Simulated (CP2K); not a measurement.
4-methylpyridine has these distinct C atoms: C1 (bonded to C and 3 H), C2 (bonded to 3 C), C3 (bonded to 2 C and H) and C4 (bonded to C, N and H).

```xyz
14

C     2.0154   -0.1266    0.1133
C     0.5160   -0.0314    0.0436
C    -0.1363    1.1979   -0.1208
C    -1.5298    1.2333   -0.2086
N    -2.3183    0.1449   -0.1423
C    -1.6860   -1.0318    0.0198
C    -0.2990   -1.1689    0.1176
H     2.4412   -0.2545   -0.8940
H     2.4570    0.7828    0.5404
H     2.3362   -0.9872    0.7143
H     0.4357    2.1254   -0.1757
H    -2.0455    2.1888   -0.3374
H    -2.3280   -1.9150    0.0761
H     0.1414   -2.1578    0.2538
```

Their partial C K spectra (CP2K XAS_TDP, all-electron GAPW, PBEh(45%), aug-cc-pVDZ, TDA, GW2X-corrected core level, no relativity) are given in random order, each times the number of alike atoms.

Gaussian full width 0.5 eV, oscillator strength per eV, alike atoms added, rows of zeros left out:

```
E (eV)  curve 1  curve 2  curve 3  curve 4
286.50    0.000    0.000    0.011    0.000
286.75    0.000    0.000    0.066    0.014
287.00    0.013    0.000    0.104    0.098
287.25    0.103    0.000    0.041    0.178
287.50    0.207    0.000    0.004    0.082
287.75    0.106    0.000    0.000    0.010
288.00    0.014    0.000    0.000    0.000
288.50    0.000    0.000    0.000    0.001
288.75    0.000    0.000    0.000    0.001
289.25    0.001    0.001    0.000    0.000
289.50    0.002    0.002    0.000    0.002
289.75    0.002    0.003    0.000    0.016
290.00    0.000    0.006    0.000    0.042
290.25    0.000    0.016    0.000    0.028
290.50    0.004    0.016    0.000    0.006
290.75    0.025    0.016    0.000    0.009
291.00    0.039    0.045    0.001    0.013
291.25    0.016    0.061    0.004    0.015
291.50    0.006    0.027    0.007    0.021
291.75    0.010    0.007    0.004    0.017
292.00    0.007    0.013    0.005    0.017
292.25    0.012    0.018    0.007    0.029
292.50    0.018    0.013    0.005    0.027
292.75    0.013    0.019    0.005    0.016
293.00    0.011    0.028    0.009    0.014
293.25    0.019    0.033    0.019    0.015
293.50    0.032    0.040    0.025    0.022
293.75    0.032    0.036    0.016    0.025
294.00    0.025    0.016    0.005    0.019
294.25    0.022    0.007    0.005    0.016
294.50    0.019    0.006    0.020    0.019
294.75    0.014    0.008    0.034    0.015
295.00    0.013    0.025    0.023    0.013
295.25    0.020    0.037    0.012    0.022
```

Question: Which curve belongs to which atom?

Curve 1: C4 (bonded to C, N and H), leading line at 287.50 eV (f = 0.055 an atom), ionisation energy 292.75 eV, term value 5.25 eV. Curve 2: C1 (bonded to C and 3 H), leading line at 291.09 eV (f = 0.015 an atom), ionisation energy 292.47 eV, term value 1.38 eV. Curve 3: C2 (bonded to 3 C), leading line at 286.96 eV (f = 0.057 an atom), ionisation energy 292.39 eV, term value 5.43 eV. Curve 4: C3 (bonded to 2 C and H), leading line at 287.23 eV (f = 0.048 an atom), ionisation energy 292.00 eV, term value 4.77 eV. The leading line of an atom is its first one with 35 % of the strongest within 2.5 eV of its lowest line over the strength cut. A line lies at the core ionisation energy, which rises as an atom loses charge to its neighbours or to a π system, less the term value, which is large for a low π* or σ* orbital with weight on that atom.

[Banner, clock and machine lines of the logs are left out without a mark of their own.]

[Logs are printed without paths, hosts, clocks, repeated set-up lines and the standing remarks that a program may print on its own settings, such as how far it seeks lower states.]

[Hosts, paths, dates, database ids (printed as entryN), source tags and the programs' standing remarks are cut or masked in the printed files.]
